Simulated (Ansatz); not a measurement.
# Localised basis functions on generalised stacking fault on (111) (glide set) of a Ge-Si solid solution (72 atoms), part 2 of 2

Wanted: errors and times of a linear-scaling basis for generalised stacking fault on (111) (glide set) of a Ge-Si solid solution (72 atoms). A setting counts as converged where the r.m.s. difference of forces stays under 1 % of the r.m.s. force.

Ansatz 0.2.0; Kohn-Sham DFT, PBE, PAW (set soft_2), plane waves.

The cell: 51 Ge and 21 Si. The host structure and its lattice constant were typed by rule, without a check against the phase diagram.

So far. Step 12 (Support functions medium, radius 6.28 Å): Forces differ from the reference by 0.11 meV/Å r.m.s., 0.024 % of their size, well within a tolerance of 1 %; the energy by -0.15 meV/atom. It took 6.2 times the reference's time (shared host, so rough).

## (16) The first run in detail

The first run, on the default basis, asked for the full analyses, so its electronic structure is set out here.

Length of the force by element:

| element | coordination | atoms | mean length of the force (eV/Å) | spread | least | most |
| --- | --- | --- | --- | --- | --- | --- |
| Ge | all | 51 | 0.596 | 0.395 | 0.120 | 1.95 |
| Si | all | 21 | 0.834 | 0.553 | 0.125 | 1.92 |

Intrinsic-atomic-orbital charges by element:

| element | coordination | atoms | mean charge (e) | spread | least | most |
| --- | --- | --- | --- | --- | --- | --- |
| Ge | all | 51 | -0.0172 | 0.0213 | -0.0886 | 0.0155 |
| Si | all | 21 | 0.0417 | 0.0242 | -0.0096 | 0.0807 |

Charge against the make-up of the first shell:

| Ge neighbours of Ge | atoms | mean charge (e) |
| --- | --- | --- |
| 0 | 1 | -0.089 |
| 1 | 3 | -0.059 |
| 2 | 10 | -0.038 |
| 3 | 23 | -0.013 |
| 4 | 14 | 0.005 |

Density of states as counts of states in windows of 0.5 eV (from the Fermi level), total and the larger projections:

| from (eV) | to (eV) | total | Ge p | Si p | Ge s | Si s |
| --- | --- | --- | --- | --- | --- | --- |
| -10 | -9.5 | 11.3 | 2.4 | 1.0 | 5.0 | 2.9 |
| -9.5 | -9 | 5.7 | 1.2 | 0.6 | 2.2 | 1.7 |
| -9 | -8.5 | 5.3 | 1.4 | 0.5 | 2.2 | 1.2 |
| -8.5 | -8 | 9.8 | 3.3 | 1.1 | 4.4 | 0.9 |
| -8 | -7.5 | 14.8 | 5.1 | 2.0 | 5.1 | 2.5 |
| -7.5 | -7 | 9.1 | 3.1 | 1.3 | 2.7 | 2.0 |
| -7 | -6.5 | 8.8 | 3.0 | 1.3 | 2.7 | 1.8 |
| -6.5 | -6 | 8.2 | 3.1 | 1.3 | 2.4 | 1.4 |
| -6 | -5.5 | 4.5 | 1.7 | 0.7 | 1.1 | 1.0 |
| -5.5 | -5 | 5.5 | 2.3 | 0.9 | 1.4 | 0.8 |
| -5 | -4.5 | 19.1 | 12.7 | 4.5 | 1.1 | 0.6 |
| -4.5 | -4 | 11.1 | 7.0 | 2.7 | 0.8 | 0.5 |
| -4 | -3.5 | 17.1 | 10.9 | 5.1 | 0.6 | 0.4 |
| -3.5 | -3 | 23.8 | 16.1 | 6.3 | 0.8 | 0.4 |
| -3 | -2.5 | 28.1 | 19.2 | 7.9 | 0.6 | 0.3 |
| -2.5 | -2 | 20.3 | 13.6 | 6.1 | 0.3 | 0.1 |
| -2 | -1.5 | 17.2 | 11.3 | 5.4 | 0.2 | 0.1 |
| -1.5 | -1 | 7.0 | 4.8 | 2.1 | 0.0 | 0.0 |
| -1 | -0.5 | 5.7 | 3.9 | 1.6 | 0.0 | 0.0 |
| -0.5 | 0 | 2.2 | 1.3 | 0.8 | 0.0 | 0.0 |
| 0 | 0.5 | 5.7 | 1.5 | 0.8 | 2.5 | 0.6 |
| 0.5 | 1 | 20.4 | 7.8 | 3.9 | 5.3 | 1.8 |
| 1 | 1.5 | 23.7 | 10.1 | 4.4 | 4.8 | 2.1 |
| 1.5 | 2 | 18.5 | 7.8 | 3.4 | 3.4 | 1.6 |
| 2 | 2.5 | 14.2 | 6.3 | 3.3 | 1.6 | 1.0 |
| 2.5 | 3 | 27.3 | 13.3 | 6.7 | 2.6 | 1.3 |

The curve was stored every 0.100 eV, coarse against its broadening of 0.08 eV, so these counts are rough.

Between -26 and -10 eV lie 564 more states.

The levels nearest the highest filled one (over half full), pooled over k-points and spins:

| level less the highest filled one (eV) | occupation |
| --- | --- |
| -0.797 | 2 |
| -0.650 | 2 |
| -0.633 | 2 |
| -0.446 | 2 |
| -0.0195 | 2.00 |
| 0 | 2.00 |
| 0.204 | 0.004 |
| 0.349 | 0 |
| 0.387 | 0 |
| 0.403 | 0 |
| 0.537 | 0 |
| 0.634 | 0 |

Electrostatic potential energy in the ca plane at fractional y = 0.000, with atoms of Si and Ge within 0.2 Å of it. With pseudopotentials it is smooth inside the atoms' cores, unlike the true potential.

Ten even steps from '0' (-41 eV) to '9' (11 eV), each cell a mean:
```
58999999999999997667999988878998644689999984
68999999999999984224788656789999988899999997
79999999999999973102586322589999999999999999
99999999999999974112586200379999999999999999
99999999999999986434787311379999999999999999
99999997667999988778898644689999999999999999
99999985324798655789999988899999999999999999
99999973102587200489999999999999999999999999
99999984212586100169999999999999987668999889
99999987434787300279999999999999974235887546
67999988777898744689999999999999962013785101
13798755789999988899999999999999973113684000
00587422479999999999999999999999986435886100
00487310258999999999999997668999888778998645
23688421268999999999999984114898655789999988
77899744579999999999999971001686322589999998
89999988899999999999999972001685201379999985
79999999999999999999999986324786312479999983
```
Columns run along c (16.0 Å, from fractional 0.19 to 1.00 of the cell; values clipped at the 3rd and 97th percentile), rows up along a (6.8 Å). Atoms in or near the plane, at fractional coordinates: Ge at (0.31, 0.23), Ge at (0.35, 0.55), Si at (0.47, 0.51), Ge at (0.52, 0.83), Ge at (0.64, 0.78), Si at (0.68, 0.10), Ge at (0.80, 0.07), Ge at (0.85, 0.38), Si at (0.97, 0.34).

Valence density in the ca plane at fractional y = 0.000, with atoms of Si and Ge within 0.2 Å of it. It is the smooth field of the valence electrons, not physical close to the nuclei.

Ten steps, logarithmic in the rise over the least value, from '0' (0 e/Å³) to '9' (36 e/Å³), each cell a mean:
```
00111259962000000000000000111100011111110112
11111137851000000000000001255311112221000000
11000112321000000000000001389721136631000000
00000001110000000000000001379621249962000000
00000000000000000000000001134311137851000000
00000000000000000111100001121110113321000000
00000000000000001256311111111000001110000000
00000000000000001389721111111000000000000000
00000000000000001379621110011000000000000000
10000000000000001134311110011000000000000001
10000000111000001111110011111000000000000001
10000000111111112221100000100000000000000001
11000000100111136641000000000000000000000001
11000001110111249962000000000000000111000011
11000001111111137852000000000000000111111112
11100011111110112321000000000000000100111237
11111112221000001110000000000000001110111259
00111136631000000000000000000000001111111137
```
Columns run along c (16.0 Å, from fractional 0.00 to 0.81 of the cell), rows up along a (6.8 Å). Atoms in or near the plane, at fractional coordinates: Si at (0.02, 0.99), Ge at (0.14, 0.95), Si at (0.19, 0.27), Ge at (0.31, 0.23), Ge at (0.35, 0.55), Si at (0.47, 0.51), Ge at (0.52, 0.83), Ge at (0.64, 0.78), Si at (0.68, 0.10), Ge at (0.80, 0.07).

Mean intrinsic-atomic-orbital charges: Ge -0.02, Si +0.04 e. Charges this small depend on the projection, at times even in sign. The charge on Ge changes by +0.022 e for each Ge neighbour that takes the place of another kind, on average. Just under the Fermi level the largest share is Ge p (58 % of the projected weight), just over it Ge s (49 % of the projected weight).

## (17) Distances and neighbours

Bonds and neighbours are counted at the geometry of the runs.

Density 4.48 g/cm³, 22.08 Å³ an atom.

g(r), total and by pair (bins of 0.2 Å):

| r (Å) | total | Ge-Ge | Ge-Si | Si-Si |
| --- | --- | --- | --- | --- |
| 2.30 | 0.39 | 0.60 | 0.21 | 0.00 |
| 2.50 | 5.58 | 5.53 | 5.38 | 6.70 |
| 2.70 | 0.00 | 0.00 | 0.00 | 0.00 |
| 2.90 | 0.00 | 0.00 | 0.00 | 0.00 |
| 3.10 | 0.00 | 0.00 | 0.00 | 0.00 |
| 3.30 | 0.00 | 0.00 | 0.00 | 0.00 |
| 3.50 | 0.00 | 0.00 | 0.00 | 0.00 |
| 3.70 | 0.00 | 0.00 | 0.00 | 0.00 |
| 3.90 | 6.20 | 6.40 | 6.05 | 5.70 |
| 4.10 | 0.52 | 0.37 | 0.56 | 1.19 |
| 4.30 | 0.16 | 0.11 | 0.23 | 0.16 |
| 4.50 | 0.01 | 0.02 | 0.00 | 0.00 |
| 4.70 | 4.49 | 4.60 | 4.37 | 4.40 |
| 4.90 | 0.00 | 0.00 | 0.00 | 0.00 |
| 5.10 | 0.00 | 0.00 | 0.00 | 0.00 |
| 5.30 | 0.00 | 0.00 | 0.00 | 0.00 |
| 5.50 | 1.03 | 1.15 | 0.93 | 0.93 |
| 5.70 | 0.98 | 0.75 | 1.23 | 1.05 |
| 5.90 | 0.19 | 0.14 | 0.23 | 0.25 |
| 6.10 | 2.48 | 2.59 | 2.29 | 2.77 |
| 6.30 | 0.11 | 0.12 | 0.10 | 0.07 |
| 6.50 | 0.00 | 0.00 | 0.00 | 0.00 |
| 6.70 | 0.13 | 0.11 | 0.17 | 0.06 |
| 6.90 | 4.11 | 4.23 | 3.88 | 4.58 |
| 7.10 | 0.00 | 0.00 | 0.00 | 0.00 |
| 7.30 | 2.17 | 2.20 | 2.20 | 1.79 |
| 7.50 | 0.08 | 0.10 | 0.04 | 0.10 |
| 7.70 | 0.66 | 0.57 | 0.78 | 0.57 |

Bonds by pair of elements; cutoffs follow the first minimum of g(r), held within bounds set by covalent radii, and pairs that aren't listed don't count as bonded:

| pair A-B | cutoff (Å) | bonds | mean length (Å) | spread (Å) | shortest (Å) | B about A | A about B |
| --- | --- | --- | --- | --- | --- | --- | --- |
| Ge-Ge | 2.88 | 74 | 2.42 | 0.02 | 2.39 | 2.90 | 2.90 |
| Ge-Si | 2.88 | 56 | 2.44 | 0.033 | 2.39 | 1.10 | 2.67 |
| Si-Si | 2.93 | 14 | 2.45 | 0.035 | 2.41 | 1.33 | 1.33 |

How many atoms have how many bonded neighbours:

| element | mean | 4 |
| --- | --- | --- |
| Ge | 4 | 51 |
| Si | 4 | 21 |

Rings of the network by King's shortest-path rule, up to 12 atoms, one path for each pair of neighbours; H, halogens, alkali and alkaline-earth atoms are left out, and the last column divides by all other atoms, bonded or not:

| ring size (atoms) | rings | per network atom |
| --- | --- | --- |
| 6 | 142 | 1.97 |

First main peaks of g(r), for some of the pairs, lie near 2.42 Å (Ge-Ge), 2.44 Å (Ge-Si) and 2.45 Å (Si-Si). With the cutoffs above, all Ge atoms have 4 and all Si atoms have 4 bonded neighbours. All rings counted have 6 atoms.

The surroundings of Ge37, which bears the longest force, nearest first, numbered as they follow in the input and with coordinates relative to it.

| atom | x | y | z | distance (Å) | bonds | intrinsic-atomic-orbital charge (e) | Fx | Fy | Fz (eV/Å) |
| --- | --- | --- | --- | --- | --- | --- | --- | --- | --- |
| Ge37 | 0.00 | 0.00 | 0.00 | 0.00 | 4 | -0.06 | -0.11 | 0.15 | -1.94 |
| Ge38 | -0.02 | 0.02 | 2.41 | 2.41 | 4 | 0.02 | -0.07 | -0.20 | 0.09 |
| Si68 | 2.26 | -0.01 | -1.02 | 2.48 | 4 | 0.04 | 0.21 | -0.22 | 1.58 |
| Si70 | -1.15 | -1.96 | -1.01 | 2.49 | 4 | -0.01 | -0.27 | -0.33 | 1.27 |
| Si72 | -1.17 | 1.99 | -1.02 | 2.52 | 4 | 0.03 | 0.30 | 0.21 | 1.58 |
| Ge33 | 3.40 | 1.97 | -0.01 | 3.93 | 4 | -0.09 | 0.02 | -0.06 | -1.33 |
| Si11 | 3.40 | -1.97 | -0.01 | 3.93 | 4 | -0.01 | 0.23 | 0.24 | -1.25 |
| Ge39 | 2.25 | 0.02 | 3.22 | 3.93 | 4 | -0.03 | 0.57 | -0.22 | -0.36 |
| Si15 | -0.02 | -3.93 | -0.01 | 3.93 | 4 | 0.04 | -0.21 | 0.17 | -1.45 |
| Ge35 | -1.17 | 1.97 | 3.23 | 3.96 | 4 | -0.01 | -0.45 | 0.07 | -0.33 |
| Si5 | -0.02 | 3.96 | 0.00 | 3.96 | 4 | 0.02 | 0.18 | -0.34 | -1.88 |
| Ge13 | -1.17 | -1.97 | 3.23 | 3.96 | 4 | -0.01 | -0.34 | 0.18 | -0.38 |
| Si11 | -3.45 | -1.97 | -0.01 | 3.97 | 4 | -0.01 | 0.23 | 0.24 | -1.25 |
| Ge33 | -3.45 | 1.97 | -0.01 | 3.97 | 4 | -0.09 | 0.02 | -0.06 | -1.33 |

The column of bonds counts only the pairs Ge-Ge within 2.88 Å, Ge-Si within 2.88 Å, Si-Si within 2.93 Å; other neighbours, such as metal atoms beside each other in a compound, aren't counted, and periodic images can show an atom twice.

## (18) Results

```
free energy per atom                             : -3227.6079 eV/atom
density                                          : 4.485 g/cm³
pressure                                         : 2.159 GPa
r.m.s. force component                           : 0.4668 eV/Å
gap (highest filled to lowest empty level) : 0.2039 eV
wall time of the 11 DFT runs                     : 25 min
```

**Reading.** Against plane waves at 750 eV, the forces differ by 0.19 meV/Å (0.040 %) with support functions medium, and by 0.023 meV/Å in the closest run (support functions high). At 72 atoms the fastest of the runs at a preset level, support functions low, takes 1.4 times the time of plane waves, in 12 SCF cycles against 9. Differences between support functions and plane waves include what basis error the plane-wave run still has. As the radius goes from 4.06 to 6.28 Å, the force difference goes from 0.29 to 0.11 meV/Å (not steadily; the least is 0.11 at 5.02 Å), and the time from 67 s to 5.4 min.

Between filled and empty levels lie 0.204 eV on the run's k-points; the mesh holds the band edges only if they fold onto it, so the gap at this level can be narrower or closed, while semilocal functionals tend to narrow gaps against experiment. With the cutoffs above, all Ge atoms have 4 and all Si atoms have 4 bonded neighbours.

**Limits.** The geometry was built by rule, was displaced at random and isn't relaxed at this level: its force components are 0.47 eV/Å r.m.s. The pressure of 2.2 GPa belongs to a cell and atoms that aren't relaxed at this level.

[Logs are printed without paths, hosts, clocks, repeated set-up lines and the standing remarks that a program may print on its own settings, such as how far it seeks lower states.]

[Hosts, paths, dates, database ids (printed as entryN), source tags and the programs' standing remarks are cut or masked in the printed files.]
